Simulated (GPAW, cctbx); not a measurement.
# Bonding in FeBi3 as X-rays see it

Question: by how much does bonding change the X-ray structure factors of FeBi3, how firmly does DFT give the change, and what does a routine refinement make of it?

The start was made by putting kin elements into a known structure type; the compound need not exist, or be stable, in this form. All numbers below are calculated.

**1. Find the equilibrium geometry**

The density hangs on the geometry, so cell and atoms are relaxed first, with the symmetry held. The cutoff is set higher than for the density because stress converges slowly with plane waves.

Settings: GPAW 26.7.0, PBE, 570 eV, 6×4×3 k-points (along the axes of the calculation cell), Fermi–Dirac width 0.1 eV, spin-polarised, BFGS to 0.03 eV/Å.

```text
cell
1.0
     3.091000000    0.000000000    0.000000000
     0.000000000    5.402000000    0.000000000
     0.000000000    0.000000000    5.793000000
Bi Fe
3 1
Direct
0.500000000 0.500000000 0.851700000
0.500000000 0.000000000 0.490200000
0.000000000 0.000000000 0.997900000
0.000000000 0.500000000 0.333200000
```

```console
$ OMP_NUM_THREADS=1 mpirun -n 4 gpaw python run.py > gpaw.log
```

```text
BFGS:    0      -20.224240        2.413841
BFGS:    1      -20.339505        2.094964
BFGS:    2      -20.646333        0.945627
BFGS:    3      -20.712885        0.396156
...
BFGS:   28      -21.092029        0.096852
BFGS:   29      -21.095361        0.067212
BFGS:   30      -21.097357        0.021797
cell  4.1621 5.2047 5.3462  90.00 90.00 90.00
volume 115.810 A^3, largest force 0.019 eV/A, largest stress 0.12 GPa
```

The cell moved far, while the k-mesh and basis were chosen for the start, so the final shape may be somewhat biased.

After 30 steps the volume has changed by +19.7 % and the energy by -0.873 eV; the largest stress left is 0.12 GPa. It took 19 min on 4 cores of Arm Neoverse V1 (shared host), peak memory 1.5 GiB.

Relaxed structure: Pmm2 (no. 25), a = 4.1621 Å, b = 5.2047 Å, c = 5.3462 Å, α = 90.00°, β = 90.00°, γ = 90.00°.

| atom | mult. | x | y | z |
| --- | --- | --- | --- | --- |
| Bi1 | 1 | 1/2 | 1/2 | 0.8942 |
| Bi2 | 1 | 1/2 | 0 | 0.4929 |
| Bi3 | 1 | 0 | 0 | 0.0327 |
| Fe1 | 1 | 0 | 1/2 | 0.2533 |

**2. Density and charge transfer**

X-rays see the whole electron density, so the PAW density is rebuilt with its core regions. Subtracting spherical free atoms from the same code cancels the cores and leaves the deformation density Δρ, the part due to bonding.

Settings: PBE, 450 eV, 6×5×5 k-points (along the axes of the calculation cell), Fermi–Dirac width 0.1 eV, spin-polarised; primitive cell of 4 atoms.

```console
$ OMP_NUM_THREADS=1 mpirun -n 4 gpaw python run.py > gpaw.log
```

```text
|iter:   1|       0s |  -23.895332 | -0.22 |       |  +3.0044|
|iter:   2|       3s |  -20.930174 | -1.36 | -0.85 |  +2.8896|
|iter:   3|       6s |  -20.920208 | -3.26 | -1.53 |  +2.8786|
...
|iter:  20|      62s |  -20.966476c| -7.09 | -4.32c|  +2.8148|
|iter:  21|      65s |  -20.966580c| -7.39 | -4.67c|  +2.8146|
|iter:  22|      69s |  -20.966541c| -8.15c| -4.97c|  +2.8146|
```

```text
grid (42, 54, 54)  electrons 275.000  moved by bonding 0.611 e
deformation density beyond 0.5 A of the nuclei: max 0.347, min -0.165 e/A^3
atom        x       y       z   Voronoi charge  moment
Bi1    0.5000  0.5000  0.8942      0.060      -0.02
Bi2    0.5000  0.0000  0.4929      0.026      -0.02
Bi3    0.0000  0.0000  0.0327      0.039      -0.02
Fe4    0.0000  0.5000  0.2533     -0.125       2.71
mean inner potential of superposed free atoms 19.440 V
total magnetic moment 2.815 muB
```

Deformation density in a plane through the shortest contact of the Bi atom at the origin, in 0.01 e/Å³ (clipped at ±99); x from -1.6 to 4.4 Å, y from 2.4 down to -2.4 Å:

```text
  3   1  -6  -6  22   2  -2  -1   0   0   0   0   0  -1  -1  -1
  1  -1  -2   4   7   1  -1   0   0   0   0   0   0   0  -1  -1
  0   0   1   4   5   3   1   0   0   0  -1  -1  -1  -1  -1   0
  0   0   1   3   3   1   0   0   0  -1  -2  -2  -3  -3  -1  -1
 -1  -1  -1   0  -1  -2  -2   1   1  -1   0   4  -5  -5  -3  -1
 -1  -1   1  -2   .  -2  -1   2   3   3  10   . -13  -4  -3  -1
 -1  -1   3   .   .   .  -1   3   5   9   .   .   .   4  -2  -1
  0   0   2  -3   .  -3   0   2   3   0 -15   .  11   0  -2  -1
  0   0  -1   2   2   1  -1   1   1  -2  -2   8   4  -1  -1   0
  0   0   0   0  -1  -1  -1   0   0   0   2   5   4   2   0   0
  0   0   0   0  -1  -1  -1   0   0   1   2   3   2   1   0   0
  0   0   0   0   0   0  -1  -1  -1  -1  -1  -1  -1  -2  -1   1
  0  -1  -1  -1  -1  -1   0  -1  -1  -1   0   1   1  -2  -1   3
```

Atoms in or within 0.15 Å of the plane: Bi (0.0, 0.0), Fe (2.8, 0.0) Å. Dots mark points within about 0.45 Å of a nucleus; large values next to them are atomic features.

Fe gains most (-0.12 e) and Bi loses most (+0.04 e), in averages over each element's sites, which isn't the order of electronegativity: valence and coordination count too, and Voronoi cells cut space at the midplane whatever the atoms' sizes. Along the shortest contact from the Bi atom at the map's origin, Bi–Fe at 2.83 Å, Δρ is +0.05 e/Å³ at the midpoint; the highest value on the line, +0.29, lies at the edge of the range, 0.5 Å from Fe, and is an atomic rather than a bond feature: little piles up between the atoms, as is usual in a metallic crystal, which this run finds. At the midpoints of other shortest contacts it is +0.02 (Bi–Bi, 3.22 Å) e/Å³. Point values carry grid noise of about 0.01 e/Å³. The cell's moment is 2.81 μB; the largest inside an atomic sphere is 2.71 μB. The run needed 22 iterations, 78 s.

**3. Structure factors**

The Fourier components of Δρ, added to those of the free atoms, give the static X-ray structure factors; the Mott–Bethe relation turns them into the Fourier components V of the potential that fast electrons feel.

```text
static structure factors of the conventional cell: F in electrons, V (Mott-Bethe) in volts
   h  k  l      d  |F| table  |F| free   |F| DFT   change   |V| free  |V| DFT  change %
   0  0  1  5.3462    60.273    60.228    60.310    0.082     3.580    3.442     -3.8
   0  1  0  5.2047    54.915    54.831    54.707   -0.123     2.326    2.458      5.7
   1  0  0  4.1621    53.908    53.839    53.703   -0.136     2.167    2.260      4.3
   0  1  1  3.7293    74.377    74.320    74.311   -0.009     3.571    3.559     -0.3
   1  0  1  3.2842   118.399   118.330   118.536    0.206     6.533    6.443     -1.4
   1  1  0  3.2506    52.358    52.339    52.248   -0.090     1.949    1.987      1.9
   1  1  1  2.7775   206.196   206.087   205.964   -0.124     9.991   10.026      0.4
   0  0  2  2.6731   141.252   141.244   140.990   -0.254     6.023    6.096      1.2
   0  2  0  2.6023   232.879   232.714   232.647   -0.067    11.334   11.352      0.2
   0  1  2  2.3778   162.761   162.628   162.537   -0.091     7.659    7.678      0.2
   0  2  1  2.3399    52.922    52.914    52.951    0.037     2.306    2.296     -0.4
   1  0  2  2.2492   107.165   107.097   107.096   -0.002     4.800    4.800     -0.0
   1  2  0  2.2065    48.911    48.992    48.976   -0.016     1.543    1.546      0.2
   2  0  0  2.0810   219.589   219.430   219.406   -0.024     9.525    9.529      0.0
```

The largest X-ray change is -0.25 e on 002, 0.2 % of |F|. For electrons V goes as (Z − F)/g², so a change of F counts against Z − F, which is small at low angle and wherever the atoms' terms cancel: |V| of 010 moves by +5.7 % (2.33 to 2.46 V) against -0.2 % in |F|. The tabulated Hartree–Fock atoms differ from the free DFT atoms by up to 0.16 e, so the choice of reference atom matters too.

**4. The functional ladder**

The same geometry is run with other functionals, to see whether the bonding signal is larger than the spread between approximations. Free atoms are LDA for LDA and PBE otherwise. Any other changed setting is in the row's label.

```
 run  ΔF 002 (e)  ΔF 101 (e)  ΔF 100 (e)  q(Fe) (e)  moved (e)  time
 PBE      -0.254      +0.206      -0.136     -0.125      0.611  78 s
 LDA      -0.268      +0.206      -0.153     -0.139      0.532  51 s
RPBE      -0.251      +0.209      -0.126     -0.116      0.651  76 s
```

At the base's settings ΔF(002) spans -0.268 to -0.251 e, a spread of 7 % of the PBE value; over the three listed reflections the spread is at most 20 %, so sign and size hold across the functionals. Times are from shared hosts.

**5. Refining ordinary atoms against data with bonding**

Routine crystallography fits spherical atoms. To see the bias, intensities are simulated from tabulated atoms plus the DFT change ΔF, so that bonding alone can misfit (5294 reflections of the full sphere, merged to the counts below, to 0.45 Å, 1.5 % proportional noise plus counting noise, assumed isotropic U as listed, Δρ smeared by the mean U) and refined with cctbx over different ranges.

```csv
range,data,R1,GooF,U Bi1 (true 0.0029),U Bi2 (true 0.0029),U Bi3 (true 0.0029),U Fe1 (true 0.0045),largest shift (Å),"Δρ max, min (e/Å³)"
all data,1521,0.0056,0.93,0.0029,0.0029,0.0029,0.0046,0.0002,"0.76, -0.75"
"low resolution, d > 0.84",258,0.0046,0.92,0.0030,0.0030,0.0029,0.0047,0.0007,"0.37, -0.34"
"high order, d < 0.75",1166,0.0060,0.93,0.0029,0.0029,0.0029,0.0046,0.0002,"0.60, -0.59"
"occupancies free, d > 0.7",437,0.0049,0.96,0.0029,0.0029,0.0029,0.0045,0.0002,"0.39, -0.40"
```

With all data GooF is 0.93, so at this noise the bonding hardly shows; the top residual peak, near noise level, lies 1.10 Å from Bi and 2.31 Å from Bi. No U is off by more than 3 s.u. at low resolution. With Bi1 held at 1 and the scale free, the other occupancies refine to Bi2 1.000(0.001), Bi3 1.000(0.001) and Fe1 1.000(0.005), within three s.u. of full.

**6. Answer**

Bonding moves 0.61 e in the primitive cell of FeBi3 and changes the structure factors of the conventional cell in the table above by at most 0.25 e (002, 0.2 %), and among reflections above 2 % of the strongest by up to 0.3 % (100). The shortest bond, Bi–Fe, has Δρ = +0.05 e/Å³ at its midpoint, with no localised bond charge. At the base's settings ΔF(002) spans -0.268 to -0.251 e, a spread of 7 % of the PBE value; over the three listed reflections the spread is at most 20 %, so sign and size hold across the functionals. With all data GooF is 0.93, so at this noise the bonding hardly shows. Limits: static density, frozen cores, no spin–orbit coupling; a ferromagnetic start is the only order tried, and the real ground state may be antiferromagnetic or insulating.

[Outputs are excerpts: Python notices, other lines and further rows are left out; steps that failed or that the build refused (PBEsol, TPSS) are not shown.]

[Logs are printed without paths, hosts, clocks, repeated set-up lines and the standing remarks that a program may print on its own settings, such as how far it seeks lower states.]
